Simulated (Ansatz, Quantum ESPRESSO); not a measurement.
# Lattice dynamics of AlN (F-43m) in two programs, part 2 of 4

Aim: the phonon dispersion of AlN (F-43m), checked by a second program.

Quantum ESPRESSO 7.5; DFT PBE, scalar-relativistic, plane waves, GBRV ultrasoft pseudopotentials.

So far. Step 2 (A first look): A gap of 3.3 eV opens on this mesh, so the crystal is taken as an insulator; the start stands at 5.4 GPa. Step 4 (Self-consistent run for the response): The cell stands at 0.11 GPa, close enough for phonons. The relaxed cell has a = 4.406 Å (conventional setting).

### Step 5. Linear response on the mesh

Linear response treats each wavevector in the unit cell, with no supercell; the 4×4×4 mesh fixes the range of the force constants to be had.

File ph.in:

```
phonons
&inputph
   prefix = 'x'
   outdir = './tmp'
   fildyn = 'x.dyn'
   tr2_ph = 1.0d-18
   epsil = .true.
   ldisp = .true.
   nq1 = 4
   nq2 = 4
   nq3 = 4
/
```

Run with:

```
$ OMP_NUM_THREADS=1 mpirun -n 2 ph.x -nk 2 -in ph.in > ph.out
```

Numbers of over 12 decimals in the logs are rounded to 6 here.

Log:

```text
[banners, grids, parts of the stress and lines that vanish by symmetry left out]
[banner, memory and clock lines left out]
Program PHONON v.7.5

[...]
Exchange-correlation= PBE
                           (   1   4   3   4   0   0   0)
[...]
(   8 q-points):
[...]
kinetic-energy cut-off    =      45.0000  Ry
     charge density cut-off    =     270.0000  Ry
     convergence threshold     =      1.0E-18
[...]
Exchange-correlation= PBE
                           (   1   4   3   4   0   0   0)
[...]
q = (   0.0000000   0.0000000   0.0000000 )
     25 Sym.Ops. (with q -> -q+G )
     G cutoff =  474.0648  (  10849 G-vectors)     FFT grid: ( 32, 32, 32)
     G cutoff =  316.0432  (   5961 G-vectors)  smooth grid: ( 25, 25, 25)
     number of k points=    29
[...]
Mode symmetry, T_d (-43m)  point group:
[...]
Dielectric constant
[...]
End of electric fields calculation
          Dielectric constant in cartesian axis
          (       4.648125511      -0.000000000      -0.000000000 )
          (      -0.000000000       4.648125511      -0.000000000 )
          (      -0.000000000       0.000000000       4.648125511 )
          Effective charges (d Force / dE) in cartesian axis without acoustic sum rule applied (asr)
           atom    1  Al    Mean Z*:        2.55337
      Ex  (        2.55337        0.00000       -0.00000 )
      Ey  (       -0.00000        2.55337       -0.00000 )
      Ez  (        0.00000       -0.00000        2.55337 )
           atom    2  N     Mean Z*:       -2.55853
      Ex  (       -2.55853        0.00000        0.00000 )
      Ey  (       -0.00000       -2.55853        0.00000 )
      Ez  (        0.00000        0.00000       -2.55853 )
          Effective charges Sum: Mean:       -0.00516
[...]
Effective charges (d Force / dE) in cartesian axis with asr applied:
           atom    1  Al    Mean Z*:        2.55595
[...]
atom    2  N     Mean Z*:       -2.55595
[...]
Representation #   1 modes #   1   2   3
[...]
End of self-consistent calculation
     Convergence has been achieved
     Representation #   2 modes #   4   5   6
[...]
End of self-consistent calculation
     Convergence has been achieved
[...]
Dielectric constant in cartesian axis
          (       4.648125511      -0.000000000      -0.000000000 )
          (      -0.000000000       4.648125511      -0.000000000 )
          (      -0.000000000       0.000000000       4.648125511 )
          Effective charges (d Force / dE) in cartesian axis without acoustic sum rule applied (asr)
           atom    1  Al    Mean Z*:        2.55337
      Ex  (        2.55337        0.00000       -0.00000 )
      Ey  (       -0.00000        2.55337       -0.00000 )
      Ez  (        0.00000       -0.00000        2.55337 )
           atom    2  N     Mean Z*:       -2.55853
      Ex  (       -2.55853        0.00000        0.00000 )
      Ey  (       -0.00000       -2.55853        0.00000 )
      Ez  (        0.00000        0.00000       -2.55853 )
          Effective charges Sum: Mean:       -0.00516
[...]
Effective charges (d Force / dE) in cartesian axis with asr applied:
           atom    1  Al    Mean Z*:        2.55595
[...]
atom    2  N     Mean Z*:       -2.55595
[...]
Effective charges (d P / du) in cartesian axis
[...]
q = (    0.000000000   0.000000000   0.000000000 )
[...]
freq (    1) =      -0.179584 [THz] =      -5.990294 [cm-1]
     freq (    2) =      -0.179584 [THz] =      -5.990294 [cm-1]
     freq (    3) =      -0.179584 [THz] =      -5.990294 [cm-1]
     freq (    4) =      19.075217 [THz] =     636.280747 [cm-1]
     freq (    5) =      19.075217 [THz] =     636.280747 [cm-1]
     freq (    6) =      19.075217 [THz] =     636.280747 [cm-1]
[...]
Mode symmetry, T_d (-43m)  point group:
     freq (   1-   3) =         -6.0  [cm-1]   --> T_2  G_15 P_4   I+R
     freq (   4-   6) =        636.3  [cm-1]   --> T_2  G_15 P_4   I+R
[...]
Mode symmetry, C_3v (3m)   point group:
[...]
Representation #   1 mode #   1
[...]
End of self-consistent calculation
     Convergence has been achieved
     Representation #   2 mode #   2
[...]
End of self-consistent calculation
     Convergence has been achieved
     Representation #   3 modes #   3   4
[...]
Convergence has been achieved
     Representation #   4 modes #   5   6
[...]
Convergence has been achieved
[...]
q = (   -0.250000000   0.250000000  -0.250000000 )
[...]
freq (    1) =       4.870415 [THz] =     162.459563 [cm-1]
     freq (    2) =       4.870415 [THz] =     162.459563 [cm-1]
     freq (    3) =      10.743661 [THz] =     358.369970 [cm-1]
     freq (    4) =      18.954157 [THz] =     632.242613 [cm-1]
     freq (    5) =      18.954157 [THz] =     632.242613 [cm-1]
     freq (    6) =      24.410955 [THz] =     814.261797 [cm-1]
[...]
Mode symmetry, C_3v (3m)   point group:
     freq (   1-   2) =        162.5  [cm-1]   --> E    L_3
     freq (   3-   3) =        358.4  [cm-1]   --> A_1  L_1
     freq (   4-   5) =        632.2  [cm-1]   --> E    L_3
     freq (   6-   6) =        814.3  [cm-1]   --> A_1  L_1
[...]
Mode symmetry, C_3v (3m)   point group:
[...]
Representation #   1 mode #   1
[...]
Convergence has been achieved
     Representation #   2 mode #   2
[...]
Convergence has been achieved
     Representation #   3 modes #   3   4
[...]
Convergence has been achieved
     Representation #   4 modes #   5   6
[...]
Convergence has been achieved
[...]
q = (    0.500000000  -0.500000000   0.500000000 )
[...]
freq (    1) =       6.744429 [THz] =     224.969944 [cm-1]
     freq (    2) =       6.744429 [THz] =     224.969944 [cm-1]
[...]
Mode symmetry, C_3v (3m)   point group:
     freq (   1-   2) =        225.0  [cm-1]   --> E    L_3
     freq (   3-   3) =        564.3  [cm-1]   --> A_1  L_1
     freq (   4-   5) =        626.9  [cm-1]   --> E    L_3
     freq (   6-   6) =        709.5  [cm-1]   --> A_1  L_1
[...]
Mode symmetry, C_2v (mm2)  point group:
[...]
Convergence has been achieved
[...]
Convergence has been achieved
[...]
Convergence has been achieved
[...]
Convergence has been achieved
[...]
q = (    0.000000000   0.500000000   0.000000000 )
[...]
Mode symmetry, C_2v (mm2)  point group:
     freq (   1-   1) =        242.4  [cm-1]   --> B_1  D_3  S_3
     freq (   2-   2) =        242.4  [cm-1]   --> B_2  D_4  S_4
     freq (   3-   3) =        342.7  [cm-1]   --> A_1  D_1  S_1
     freq (   4-   4) =        640.6  [cm-1]   --> B_1  D_3  S_3
     freq (   5-   5) =        640.6  [cm-1]   --> B_2  D_4  S_4
     freq (   6-   6) =        816.3  [cm-1]   --> A_1  D_1  S_1
[...]
Mode symmetry, C_s (m)     point group:
[...]
q = (    0.750000000  -0.250000000   0.750000000 )
[...]
Mode symmetry, C_s (m)     point group:
     freq (   1-   1) =        289.8  [cm-1]   --> A''
     freq (   2-   2) =        354.8  [cm-1]   --> A'
     freq (   3-   3) =        495.3  [cm-1]   --> A'
     freq (   4-   4) =        633.9  [cm-1]   --> A''
     freq (   5-   5) =        656.6  [cm-1]   --> A'
     freq (   6-   6) =        720.0  [cm-1]   --> A'
[...]
Mode symmetry, C_s (m)     point group:
[...]
q = (    0.500000000   0.000000000   0.500000000 )
[...]
Mode symmetry, C_s (m)     point group:
     freq (   1-   1) =        238.1  [cm-1]   --> A''
     freq (   2-   2) =        352.3  [cm-1]   --> A'
     freq (   3-   3) =        445.6  [cm-1]   --> A'
     freq (   4-   4) =        624.7  [cm-1]   --> A''
     freq (   5-   5) =        662.2  [cm-1]   --> A'
     freq (   6-   6) =        744.4  [cm-1]   --> A'
[...]
Mode symmetry, D_2d (-42m) point group:
[...]
Representation #   3 modes #   3   4
[...]
Convergence has been achieved
     Representation #   4 modes #   5   6
[...]
Convergence has been achieved
[...]
q = (    0.000000000  -1.000000000   0.000000000 )
[...]
freq (    5) =      19.209918 [THz] =     640.773894 [cm-1]
     freq (    6) =      20.880299 [THz] =     696.491801 [cm-1]
[...]
Mode symmetry, D_2d (-42m) point group:
     freq (   1-   2) =        331.3  [cm-1]   --> E    X_5  W_3
     freq (   3-   3) =        573.9  [cm-1]   --> B_2  X_3  W_2
     freq (   4-   5) =        640.8  [cm-1]   --> E    X_5  W_3
     freq (   6-   6) =        696.5  [cm-1]   --> A_1  X_1  W_1
[...]
Mode symmetry, S_4 (-4)    point group:
[...]
Convergence has been achieved
[...]
Convergence has been achieved
[...]
Convergence has been achieved
[...]
Convergence has been achieved
     Representation #   5 mode #   5
[...]
End of self-consistent calculation
     Convergence has been achieved
     Representation #   6 mode #   6
[...]
End of self-consistent calculation
     Convergence has been achieved
[...]
q = (   -0.500000000  -1.000000000   0.000000000 )
[...]
freq (    1) =      10.856087 [THz] =     362.120068 [cm-1]
     freq (    2) =      12.229387 [THz] =     407.928425 [cm-1]
     freq (    3) =      14.871324 [THz] =     496.053983 [cm-1]
     freq (    4) =      19.158063 [THz] =     639.044199 [cm-1]
     freq (    5) =      19.357804 [THz] =     645.706849 [cm-1]
     freq (    6) =      20.968724 [THz] =     699.441335 [cm-1]
[...]
Mode symmetry, S_4 (-4)    point group:
     freq (   1-   1) =        362.1  [cm-1]   --> B    W_3
     freq (   2-   2) =        407.9  [cm-1]   --> E    W_4
     freq (   3-   3) =        496.1  [cm-1]   --> E*   W_2
     freq (   4-   4) =        639.0  [cm-1]   --> A    W_1
     freq (   5-   5) =        645.7  [cm-1]   --> E    W_4
     freq (   6-   6) =        699.4  [cm-1]   --> B    W_3
```

It took 4.7 min on 2 MPI ranks of Intel Xeon Platinum 8488C (Sapphire Rapids), shared host; 9.5 min of CPU time.

Read from the output:

```
miss of the charge sum rule                                        : 0.005160 e
largest acoustic frequency at the zone centre before the sum rule  : -5.99 cm⁻¹
highest optical zone-centre mode (no LO-TO term)                   : 636.3 cm⁻¹
lowest optical zone-centre mode                                    : 636.3 cm⁻¹
mean high-frequency dielectric constant                            : 4.648
largest Born charge in size (third of the trace)                   : 2.558 e
lowest mode on the q mesh (acoustic ones at the zone centre apart) : 162.5 cm⁻¹
```

Frequencies (cm⁻¹) at each irreducible wavevector; negative means imaginary. Frequencies by wavevector:

| q (fractions) | star | mode 1 | mode 2 | mode 3 | mode 4 | mode 5 | mode 6 |
| --- | --- | --- | --- | --- | --- | --- | --- |
| 0 0 0 | 1 | -5.99 | -5.99 | -5.99 | 636.3 | 636.3 | 636.3 |
| 0 0 0.25 | 8 | 162.5 | 162.5 | 358.4 | 632.2 | 632.2 | 814.3 |
| 0 0 -0.5 | 4 | 225 | 225 | 564.2 | 626.9 | 626.9 | 709.5 |
| 0 0.25 0.25 | 6 | 242.4 | 242.4 | 342.7 | 640.6 | 640.6 | 816.2 |
| 0 0.25 -0.5 | 24 | 289.8 | 354.8 | 495.3 | 633.9 | 656.6 | 720 |
| 0 0.25 -0.25 | 12 | 238.1 | 352.3 | 445.6 | 624.7 | 662.2 | 744.4 |
| 0 -0.5 -0.5 | 3 | 331.3 | 331.3 | 573.9 | 640.8 | 640.8 | 696.5 |
| 0.25 -0.5 -0.25 | 6 | 362.1 | 407.9 | 496.1 | 639 | 645.7 | 699.4 |

Born charge (rows field, columns displacement), before the sum rule (e), principal values of the symmetric part by kind of site:

| atom | atoms with these values | low | middle | high | mean |
| --- | --- | --- | --- | --- | --- |
| Al1 | 1 | 2.55 | 2.55 | 2.55 | 2.55 |
| N2 | 1 | -2.56 | -2.56 | -2.56 | -2.56 |

In full for Al1:

```
2.55 0.00 0.00
0.00 2.55 0.00
0.00 0.00 2.55
```

High-frequency dielectric tensor:

```
4.65 0.00 0.00
0.00 4.65 0.00
0.00 0.00 4.65
```

The acoustic modes at Γ come out as far as 6.0 cm⁻¹ from zero, where they should vanish, a small numerical error; the Born charges miss their sum rule by 0.0052 e, which is good.

### Step 6. Fourier transform to real space

The dynamical matrices of the mesh are Fourier-transformed to force constants in real space, after the long-range dipole part is taken out.

File q2r.in:

```
&input
   fildyn = 'x.dyn'
   zasr = 'crystal'
   flfrc = 'x.fc'
/
```

Run with:

```
$ q2r.x < q2r.in > q2r.out
```

Log:

```text
[banners, grids, parts of the stress and lines that vanish by symmetry left out]
[banner, memory and clock lines left out]
Program Q2R v.7.5

  reading grid info from file x.dyn0

  reading force constants from file x.dyn1
 macroscopic fields = T
   4.64813  -0.00000  -0.00000
  -0.00000   4.64813   0.00000
[...]
na=            1
[...]
na=            2
[...]
-0.00000  -2.55853   0.00000
   0.00000   0.00000  -2.55853
  Norm of the difference between old and new effective charges:    0.00632455
  alpha Ewald:    1.755795
  nqs=            1
 q=   0.00000000  0.00000000  0.00000000
  reading force constants from file x.dyn2
  alpha Ewald:    1.755795
  nqs=            8
 q=  -0.25000000  0.25000000 -0.25000000
[...]
reading force constants from file x.dyn7
  alpha Ewald:    1.755795
  nqs=            3
[...]
reading force constants from file x.dyn8
  alpha Ewald:    1.755795
  nqs=            6
[...]
q=   0.00000000 -0.50000000 -1.00000000
 q=   0.00000000  0.50000000 -1.00000000

      q-space grid ok, #points =   64

      fft-check success (sum of imaginary terms < 10^-12)
```

Wall time 0.66 s (1 thread).

### Step 7. Interpolated phonon bands

From the force constants any wavevector is cheap; points of the mesh come back as solved, but for the sum rule and, in polar crystals, the LO-TO term at Γ; the rest is interpolation.

File matdyn.in:

```
&input
   asr = 'crystal'
   flfrc = 'x.fc'
   flfrq = 'x.freq'
   flvec = 'x.modes'
   q_in_band_form = .true.
   q_in_cryst_coord = .true.
/
8
  0.0000000   0.0000000   0.0000000  12  ! GAMMA
 -0.0000000   0.5000000   0.5000000  12  ! X
 -0.0000000   0.6250000   0.3750000   1  ! U
 -0.3750000   0.3750000   0.0000000  12  ! K
  0.0000000   0.0000000   0.0000000  12  ! GAMMA
 -0.0000000   0.5000000   0.0000000  12  ! L
 -0.2500000   0.5000000   0.2500000  12  ! W
 -0.0000000   0.5000000   0.5000000   1  ! X
```

Run with:

```
$ matdyn.x -in matdyn.in > matdyn.out
```

Log:

```text
[banner, memory and clock lines left out]
Program MATDYN v.7.5

 mass for atomic type   1 not given; uses mass from file x.fc
 mass for atomic type   2 not given; uses mass from file x.fc
 Norm of the difference between old and new effective charges:    6.382e-17

 Norm of the difference between old and new force-constants:   1.71145e-05
```

The job ended after 0.63 s (1 thread).

Numbers from this step:

| Property | Result |
| --- | --- |
| lowest frequency on the path | 0 cm⁻¹ |

Matdyn.x, sum rule crystal. Phonon branches along the path, in cm⁻¹:

| point | branch 1 | branch 2 | branch 3 | branch 4 | branch 5 | branch 6 |
| --- | --- | --- | --- | --- | --- | --- |
| Γ | 0 | 0 | 0 | 636 | 636 | 869 |
| halfway | 242 | 242 | 343 | 641 | 641 | 816 |
| X | 331 | 331 | 574 | 641 | 641 | 696 |
| halfway | 326 | 359 | 557 | 638 | 644 | 698 |
| U | 309 | 406 | 518 | 633 | 650 | 704 |
| jump to K | 309 | 406 | 518 | 633 | 650 | 704 |
| halfway | 183 | 281 | 375 | 629 | 652 | 789 |
| Γ | 0 | 0 | 0 | 636 | 636 | 869 |
| halfway | 162 | 162 | 358 | 632 | 632 | 814 |
| L | 225 | 225 | 564 | 627 | 627 | 710 |
| halfway | 284 | 344 | 518 | 631 | 656 | 706 |
| W | 362 | 408 | 496 | 639 | 646 | 699 |
| halfway | 346 | 362 | 542 | 639 | 644 | 698 |
| X | 331 | 331 | 574 | 641 | 641 | 696 |

The phonon branches as a text plot (rows in cm⁻¹):

```
    851 |*****                     ********
    815 |     ***                **        **
    779 |        *             **            **
    743 |         **         **                **
    706 |           *********                    ****************
    670 |                 ******                     ***
    634 |********************************************************
    598 |
    561 |           *****                        ****         ***
    525 |          *     *                      *    **     **
    489 |         *       ***                  *       *****
    453 |        *           **               *
    417 |                ****  *             *          ****
    380 |       *       *    *  *                      *    **
    344 |      *    ****      *  *          *         * *********
    308 |     *  ***    ****   *           *         * *
    272 |       *           **  * *                 ***
    235 |    * *              *  *        *     *****
    199 |     *                ** **     *   ***
    163 |   **                   * *        *
    127 |  **                     * *   * **
     91 |  *                       ****  *
     54 | *                         *** *
     18 |*                           ***
         Γ           X  U|K            Γ         L        W     X
```

All branches are real along the path.

### Step 8. Density of states

Sums over the zone need many more wavevectors than were solved, so the interpolation is sampled on a dense mesh.

File matdyn.in:

```
&input
   asr = 'crystal'
   flfrc = 'x.fc'
   dos = .true.
   fldos = 'x.dos'
   nk1 = 18
   nk2 = 18
   nk3 = 18
   deltaE = 1.0
/
```

Run with:

```
$ matdyn.x -in matdyn.in > matdyn.out
```

Log:

```text
[banner, memory and clock lines left out]
Program MATDYN v.7.5

 mass for atomic type   1 not given; uses mass from file x.fc
 mass for atomic type   2 not given; uses mass from file x.fc
 Norm of the difference between old and new effective charges:    6.382e-17

 Norm of the difference between old and new force-constants:   1.71145e-05
```

Run time: 11 s. Hardware: 1 thread.

Numbers from this step:

* share of modes beyond 3i cm⁻¹ on the dense interpolated mesh: 0
* zero-point energy per atom: 94.67 meV
* heat capacity at 300 K: 15.48 J/(mol atoms K)
* vibrational entropy at 300 K: 10.59 J/(mol atoms K)

The phonon density of states has structure finer than the step of the table below, so its rows give means over 25 cm⁻¹, whole bins alone (the curve runs from 0 to 870 cm⁻¹). Peaks (cm⁻¹: height): total 330.0: 0.0139, 500.0: 0.0146, 635.0: 0.0813, 710.0: 0.0264; Al 330.0: 0.0111, 500.0: 0.0134, 635.0: 0.0217; N 635.0: 0.0596, 655.0: 0.0436, 710.0: 0.0241.

Tetrahedra. Phonon density of states against wavenumber; means over each step; values in 1/cm⁻¹/cell:

| wavenumber (cm⁻¹) | total | Al | N |
| --- | --- | --- | --- |
| 25 | 2.3e-5 | 1.7e-5 | 6.5e-6 |
| 50 | 1.7e-4 | 1.2e-4 | 5.4e-5 |
| 75 | 4.2e-4 | 2.8e-4 | 1.4e-4 |
| 100 | 8.0e-4 | 5.4e-4 | 2.7e-4 |
| 125 | 0.00129 | 8.7e-4 | 4.2e-4 |
| 150 | 0.00196 | 0.00134 | 6.2e-4 |
| 175 | 0.00288 | 0.00199 | 9.0e-4 |
| 200 | 0.00436 | 0.00305 | 0.00131 |
| 225 | 0.00764 | 0.00544 | 0.00220 |
| 250 | 0.00972 | 0.00707 | 0.00265 |
| 275 | 0.0107 | 0.00797 | 0.00270 |
| 300 | 0.0119 | 0.00918 | 0.00275 |
| 325 | 0.0130 | 0.0103 | 0.00268 |
| 350 | 0.00904 | 0.00731 | 0.00174 |
| 375 | 0.00757 | 0.00616 | 0.00141 |
| 400 | 0.00684 | 0.00560 | 0.00123 |
| 425 | 0.00260 | 0.00192 | 6.8e-4 |
| 450 | 0.00351 | 0.00269 | 8.2e-4 |
| 475 | 0.00570 | 0.00469 | 0.00101 |
| 500 | 0.0121 | 0.0110 | 0.00111 |
| 525 | 0.00565 | 0.00521 | 4.4e-4 |
| 550 | 0.00199 | 0.00188 | 1.1e-4 |
| 575 | 1.0e-4 | 1.0e-4 | 3.0e-6 |
| 600 | 0 | 0 | 0 |
| 625 | 0.0331 | 0.00885 | 0.0243 |
| 650 | 0.0458 | 0.00926 | 0.0365 |
| 675 | 6.5e-4 | 1.0e-4 | 5.5e-4 |
| 700 | 0.0114 | 0.00101 | 0.0104 |
| 725 | 0.0111 | 0.00138 | 0.00974 |
| 750 | 0.00586 | 0.00118 | 0.00468 |
| 775 | 0.00436 | 0.00111 | 0.00325 |
| 800 | 0.00337 | 9.8e-4 | 0.00239 |
| 825 | 0.00243 | 7.7e-4 | 0.00166 |
| 850 | 0.00136 | 4.5e-4 | 9.1e-4 |

Harmonic thermodynamic functions per atom, summed over the density of states scaled to three modes an atom; melting is ignored. Thermodynamic functions:

| T (K) | F_vib (meV/atom) | S (J/mol-atom/K) | C_V (J/mol-atom/K) |
| --- | --- | --- | --- |
| 0 | 94.67 | 0 | 0 |
| 50 | 94.65 | 0.128 | 0.44 |
| 100 | 94.38 | 1.124 | 3.035 |
| 200 | 91.17 | 5.394 | 10.09 |
| 300 | 82.89 | 10.59 | 15.48 |
| 400 | 69.32 | 15.53 | 18.71 |
| 500 | 50.9 | 19.93 | 20.62 |
| 600 | 28.2 | 23.8 | 21.8 |
| 700 | 1.73 | 27.22 | 22.57 |
| 800 | -28.09 | 30.27 | 23.09 |
| 900 | -60.91 | 33.01 | 23.46 |
| 1000 | -96.43 | 35.5 | 23.73 |

At 300 K the heat capacity has reached 62 % of the Dulong-Petit value.

[end of part 2 of 4]

[Host names and launcher messages were left out of these logs when they were recorded.]

[Logs are printed without paths, hosts, clocks, repeated set-up lines and the standing remarks that a program may print on its own settings, such as how far it seeks lower states.]

[Hosts, paths, dates, database ids (printed as entryN), source tags and the programs' standing remarks are cut or masked in the printed files.]
